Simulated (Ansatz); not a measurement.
# A failed many-body run on KF (Carobbiite)

Aim: the G0W0 gap of KF (Carobbiite). The first input has a fault.

Calculated with Ansatz 0.2.0; G0W0 on PBE, plane waves, PAW; PAW set soft_1.

### 1. The structure

Symmetry: Fm-3m, No. 225, cubic system. Conventional cell: a = 5.344 Å, b = 5.344 Å, c = 5.344 Å, α = 90.00°, β = 90.00°, γ = 90.00°. K has 6 F at 2.67 Å nearest. Nearest to F lie 6 K at 2.67 Å. Farther neighbours and most contacts between anions are not listed.

Structure file:

```cif
data_structure
_symmetry_space_group_name_H-M 'Fm-3m'
_symmetry_Int_Tables_number 225
_cell_length_a 5.3437
_cell_length_b 5.3437
_cell_length_c 5.3437
_cell_angle_alpha 90.000
_cell_angle_beta 90.000
_cell_angle_gamma 90.000
_cell_volume 152.59
loop_
_atom_site_label
_atom_site_type_symbol
_atom_site_symmetry_multiplicity
_atom_site_Wyckoff_symbol
_atom_site_fract_x
_atom_site_fract_y
_atom_site_fract_z
_atom_site_occupancy
K1 K 4 a 0.00000 0.00000 0.00000 1
F1 F 4 b 0.50000 0.00000 0.00000 1
```

The cell and positions come from the Crystallography Open Database and are kept as given unless a step says otherwise.

### 2. First try

The input, input.yaml:

```yaml
crystal:
  lattice:
    - [0.0, 2.67185, 2.67185]
    - [2.67185, 0.0, 2.67185]
    - [2.67185, 2.67185, 0.0]
  atoms:
    - { symbol: K, position: [0.0, 0.0, 0.0] }
    - { symbol: F, position: [0.5, 0.5, 0.5] }
kpoints:
  mp_grid: { grid: [1, 1, 1] }
hamiltonian:
  xc: pbe
  pseudopotentials: { kind: paw, azcp: { folder: soft_1 } }
scf:
  occupations: { method: fixed }
gw:
  n_empty_bands: 61
  ecut_chi: 80
  qp_bands: [v2, c2]
  qp_kpoints: band_edges
  screening: { model: contour_deformation }
```

Launch:

```console
> ansatz run input.yaml --threads 24 --pin off --max-ram 82944MiB --backend cuda --events-out ev --progress --plain --runs-dir out --devices 1 --max-vram 78GiB
```

Numbers of over 12 decimals in the logs are rounded to 6 here.

Output:

```text
GPUs: using 1 of 1 available (devices: 1).
Engine: ansatz 0.2.0, aarch64-unknown-linux-gnu
Pseudopotentials: kind: paw
Pseudopotential: K, paw, valence charge 9, recommended cutoff 420 eV (normal), soft_1/K.paw.azcp
Pseudopotential: F, paw, valence charge 7, recommended cutoff 420 eV (normal), soft_1/F.paw.azcp
Functional definition: PBE
  parameter kappa = 0.804
  parameter beta = 0.066725
  exchange = pbe_x(kappa = kappa, mu = beta*pi^2/3)
  correlation = pbe_c(beta = beta)
device memory: the entry about to start is reckoned to put 0.3 GiB on a device that reports 182.5 GiB free (of which the cap on the GPU budget leaves the run 78.0 GiB)
GPU FFT provider: cuFFT
GPU libraries: cuBLAS 13.8.1, cuFFT 12.4.0, cuSOLVER 12.3.2
GPU matrix products: emulated (plane waves: as basis.precision tells), large ones in fixed point in workspaces of 1.00 GiB
Crystal: 2 atoms, lattice volume = 38.148 Å³
Basis set: ecut = 420 eV, 725 PW (Γ)
Bands: 12, of which v1, the nominal top of the filled ones, is band 8 counted from 1 (7 counted from 0)
Symmetry: 48 space group operations
Space group: Fm-3m (ITA 225), of the structure as read, at distance tolerance 3.4e-5 Å
k-points: 1
Non-local potential: K, projectors of the file, l = 0: 3, l = 1: 2, l = 2: 2
Non-local potential: F, projectors of the file, l = 0: 2, l = 1: 2, l = 2: 1
PAW form: soft (Blöchl's): semilocal exchange-correlation on the pseudo side does not see the compensation charge
PAW one-centre angular grid: K, 110 points (default); XC on 64 Gauss nodes
PAW one-centre angular grid: F, 110 points (default); XC on 64 Gauss nodes
Initial density: superposition of atomic densities (chi_scale 0.1, normalization cell, long waves kept (reshape's long-wave potential 0.00 eV rms))
Initial wavefunctions: pseudopotential atomic-orbital guess
GPU buffer pool allocated for 19683 grid points (all kernels)
GPU transforms: local potential and band sums: pruned to the plane-wave sphere, on 25×25×25
Functional: x = pbe(κ = 0.804, μ = 0.219515), c = pbe(β = 0.066725)
SCF iter   1: F=—  HF=-2347.020416 eV  |F-HF|=—  |Δ(HF+E_count)|=         —  Δρ=1.07e-1  dr2=3.56e0  ethr=3.10e-3  ⟨swp⟩=4.0  Hψ=63  notcnv=0
preconditioner: auto → none  [insulator: Δε(μ)=2.264 eV  Ē_g=14.277 eV  n_scr=14 (ndim 8)  ℏωp=22.5 eV  f_vac=0.000  ε∞_Penn≈3.5]
SCF iter   2: F=—  HF=-2345.882367 eV  |F-HF|=—  |Δ(HF+E_count)|=    1.14e0  Δρ=3.84e-2  dr2=3.81e-1  ethr=3.10e-3  ⟨swp⟩=3.0  Hψ=35  notcnv=0
SCF iter   3: F=—  HF=-2345.838397 eV  |F-HF|=—  |Δ(HF+E_count)|=   4.40e-2  Δρ=1.19e-2  dr2=3.99e-2  ethr=2.38e-3  ⟨swp⟩=2.0  Hψ=23  notcnv=0
SCF iter   4: F=—  HF=-2345.843545 eV  |F-HF|=—  |Δ(HF+E_count)|=   5.15e-3  Δρ=4.03e-3  dr2=4.84e-3  ethr=2.49e-4  ⟨swp⟩=3.0  Hψ=22  notcnv=0
SCF iter   5: F=—  HF=-2345.839937 eV  |F-HF|=—  |Δ(HF+E_count)|=   3.61e-3  Δρ=5.44e-4  dr2=8.29e-5  ethr=3.03e-5  ⟨swp⟩=4.0  Hψ=25  notcnv=0
SCF iter   6: F=—  HF=-2345.839874 eV  |F-HF|=—  |Δ(HF+E_count)|=   6.31e-5  Δρ=4.69e-5  dr2=4.73e-7  ethr=5.18e-7  ⟨swp⟩=3.0  Hψ=24  notcnv=0
SCF iter   7: F=-2345.839874 eV  HF=-2345.839874 eV  |F-HF|=7.68e-10  |Δ(HF+E_count)|=   1.45e-7  Δρ=2.38e-6  dr2=1.09e-9  ethr=6.25e-10  ⟨swp⟩=4.0  Hψ=56  notcnv=0
SCF 1 converged in 7 iterations: F = -2345.839874 eV  dr2 = 1.09e-9
[...]
device memory: the entry about to start is reckoned to put 0.4 GiB on a device that reports 182.5 GiB free (of which the cap on the GPU budget leaves the run 78.0 GiB)
NSCF: frozen V_eff on 1 k-points
[...]
device memory: the entry about to start is reckoned to put 0.5 GiB on a device that reports 182.5 GiB free (of which the cap on the GPU budget leaves the run 78.0 GiB)
NSCF: frozen V_eff on 1 k-points
G₀W₀ screening: q 1/1
G₀W₀ self-energy: k 1/1
device memory: the entry about to start is reckoned to put 0.3 GiB on a device that reports 181.6 GiB free (of which the cap on the GPU budget leaves the run 78.0 GiB)
NSCF: frozen V_eff on 1 k-points
device memory: the entry about to start is reckoned to put 0.3 GiB on a device that reports 180.6 GiB free (of which the cap on the GPU budget leaves the run 78.0 GiB)
NSCF: frozen V_eff on 1 k-points
device memory: the entry about to start is reckoned to put 0.3 GiB on a device that reports 180.6 GiB free (of which the cap on the GPU budget leaves the run 78.0 GiB)
NSCF: frozen V_eff on 1 k-points
device memory: the entry about to start is reckoned to put 0.3 GiB on a device that reports 180.6 GiB free (of which the cap on the GPU budget leaves the run 78.0 GiB)
NSCF: frozen V_eff on 1 k-points
SCF converged after 7 iterations
Free energy (F): -2345.839874 eV
Harris-Foulkes:  -2345.839874 eV  (|F-HF|=7.68e-10)
Internal energy: -2345.839874 eV  (E = F + TS)
E sigma→0 (E₀):  -2345.839874 eV
Fermi energy:    2.909392 eV
--- Per-component energies (eV) ---
  E_band       = -109.583935
  E_kinetic    = 463.535583
  E_local      = -1134.022432  (includes V_loc(G=0)·N_el)
  E_nonlocal   = 100.382137
  E_hartree    = 416.171792
  E_xc         = -215.522234
  E_vxc        = -268.145591  (∫ρ·V_xc dr)
  E_paw        = -988.323498  (= ΣΔE_a)
  E_vpaw       = -103.677241  (= ΣTr[D̂ρ^β])
  E_aug_tail   = 0.000718  (compensation charges beyond the density's cutoff)
  E_ewald      = -988.061939
  E_smearing   = -0.000000  (= −TS)
  E_closure    = 0.000000  (closes the sum)
  Σ components = -2345.839874   (vs F -2345.839874, Δ=0.00e0)
--- Band table (eV) ---
  k-point 0: bands = [... 4 lower, -7.7906, 2.9094, 2.9094, 2.9094, 7.7504, 12.1864, 12.1864, 12.1864]
--- G₀W₀: contour deformation, 5 samples at zero and on the imaginary axis and 1 off it, 1 q-point, 61 empty bands' worth ---
  eigenvalues of the whole cell's RPA ε∞ on this k-mesh (on a slab, of 1 + 4πα/V) = 4.9646, 4.9646, 4.9646; static W/v taken at q = 0 is 0.201425
  bands read: the sum over 69 bands ends inside a degenerate multiplet in 1 slot, whose members it reads at an even weight; the widest, k=0: bands 69 to 71 (counted from 1) at 1/3 each
  gw.qp_kpoints: band_edges: 1 of 1 stored k-point solved, in 1 pass; an edge of the gap read off the rows below is read off those points alone
    ik  band        ε_KS         Σx   Σc(E_QP)       V_xc       Z   E_QP_lin       E_QP  E_QP is
     0     7      2.9094   -31.5892     7.4697   -22.6441  0.7175     1.3774     1.4340  root
     0     8      2.9094   -31.5892     7.4697   -22.6441  0.7175     1.3774     1.4340  root
     0     9      7.7504    -3.9556    -5.3186    -8.7196  0.7501     7.2021     7.1958  root
     0    10     12.1864    -4.5981    -5.8537   -11.0335  0.7462    12.7759    12.7681  root
```

Elapsed: 1.4 s, on 1 × NVIDIA GB200 (shared by 2 runs) with 24 threads of Arm Neoverse V2, shared host; peak memory 1.1 GiB.

**Diagnosis.**

The run ended normally, though the input holds a fault or crude settings.

The fault: G0W0 on a mesh far too coarse. So few points can't sample the density or the screening, and the band edges may lie elsewhere in the zone.

It printed a gap of 5.76 eV, which is an artefact of the settings.

### 3. A better input

Now the one-shot GW correction: screening in the RPA, then the self-energy of the levels asked for. This step takes PAW set soft_1 files.

Changes to input.yaml since step 2:

```diff
@@ -9,3 +9,3 @@
 kpoints:
-  mp_grid: { grid: [1, 1, 1] }
+  mp_grid: { grid: [6, 6, 6] }
 hamiltonian:
@@ -16,4 +16,4 @@
 gw:
-  n_empty_bands: 61
-  ecut_chi: 80
+  n_empty_bands: 113
+  ecut_chi: 120
   qp_bands: [v2, c2]
```

Output:

```text
GPUs: using 1 of 1 available (devices: 1).
[...]
Crystal: 2 atoms, lattice volume = 38.148 Å³
Basis set: ecut = 420 eV, 725 PW (Γ)
Bands: 12, of which v1, the nominal top of the filled ones, is band 8 counted from 1 (7 counted from 0)
[... 1 set-up line as in the run before ...]
[...]
k-points: 16 of 216
[...]
SCF iter   1: F=—  HF=-2351.883760 eV  |F-HF|=—  |Δ(HF+E_count)|=         —  Δρ=1.97e-1  dr2=1.28e1  ethr=3.10e-3  ⟨swp⟩=4.0  Hψ=1092  notcnv=0  defer=19
[...]
SCF iter   9: F=-2348.800704 eV  HF=-2348.800704 eV  |F-HF|=1.64e-9  |Δ(HF+E_count)|=   9.25e-8  Δρ=2.25e-6  dr2=1.90e-9  ethr=6.25e-10  ⟨swp⟩=4.2  Hψ=837  notcnv=0
SCF 1 converged in 9 iterations: F = -2348.800704 eV  dr2 = 1.90e-9
[...]
NSCF: frozen V_eff on 16 k-points, pencils in batches of 32, up to order 48
[...]
0     7      1.4513   -30.7850     5.4435   -23.0049  0.7879    -0.9557    -0.8853  root
     0     8      1.4513   -30.7850     5.4435   -23.0049  0.7879    -0.9557    -0.8853  root
     0     9      7.6335    -4.8718    -2.9543    -8.8631  0.8935     8.6757     8.6705  root
     0    10     12.1282    -5.2883    -3.5005   -11.2100  0.8815    14.5910    14.5494  root
     1     7      1.3618   -30.5440     5.4305   -22.7622  0.7877    -1.0618    -0.9895  root
     1     8      1.3618   -30.5440     5.4305   -22.7622  0.7877    -1.0618    -0.9895  root
     1     9      8.3753    -5.6782    -2.8988    -9.7045  0.8883     9.5092     9.5028  root
     1    10     11.7506    -5.0473    -3.3794   -10.5893  0.8820    13.9458    13.9133  root
[...]
15     7      1.2594   -30.1333     5.2711   -22.4698  0.7910    -1.2074    -1.1330  root
    15     8      1.3334   -30.3738     5.3360   -22.6669  0.7898    -1.1104    -1.0376  root
    15     9     10.4060    -4.6988    -3.1310    -9.5948  0.8857    12.1902    12.1710  root
    15    10     12.0721    -5.9538    -3.2236   -10.9959  0.8727    13.9164    13.8906  root
[key lines of the parts left out:]
SCF converged after 9 iterations
Free energy (F): -2348.800704 eV
Fermi energy:    1.451312 eV
```

Elapsed: 3.4 s, on 1 × NVIDIA GB200 (shared by 2 runs) with 24 threads; peak memory 1.2 GiB.

Numbers from this step:

```yaml
bands_summed: 121
rpa_eps_infinity_on_this_mesh_eigenvalues: 1.902, 1.902, 1.902
plane_waves_in_the_screening_matrix: 113
q_points_in_the_mesh: 216
g0w0_gap_on_the_mesh: 9.556 eV
k_of_the_valence_top: 0, 0, 0
k_of_the_conduction_bottom: 0, 0, 0
starting_gap_on_the_mesh: 6.182 eV
z_at_the_valence_top: 0.7879
z_at_the_conduction_bottom: 0.8935
least_direct_g0w0_gap_on_the_computed_points: 9.556 eV
```

The gap on the mesh goes from 6.18 eV to 9.56 eV, a correction of +3.37 eV. Between the two edge states, bare exchange in place of the xc potential would open the gap by 11.77 eV, and correlation takes back 8.40 eV.

### 4. Summary of results

| Item | Value |
| --- | --- |
| first try | converged after 1.4 s |
| better run | G0W0 gap on the mesh 9.56 eV (6×6×6 mesh, 113 empty bands, screening to 120 eV, PAW set soft_1 files) |

In words: The second run differs in: mesh, empty bands and screening cutoff (eV). Bands and cutoff are finite, so the gap is not at the basis limit. The miss can reach some tenths of an eV and take either sign; the mesh is an error of its own.

[Paths, hosts, dates, memory and timing lines, banners, echoed tables and standing remarks are left out of the program output.]

[Logs are printed without paths, hosts, clocks, repeated set-up lines and the standing remarks that a program may print on its own settings, such as how far it seeks lower states.]

[Runs of the session that timed out or met a known fault of the program may be left out.]

[Cells called generated may have been cut or substituted from an entry of the Crystallography Open Database or the Materials Project.]

[Hosts, paths, dates, database ids (printed as entryN), source tags and the programs' standing remarks are cut or masked in the printed files.]
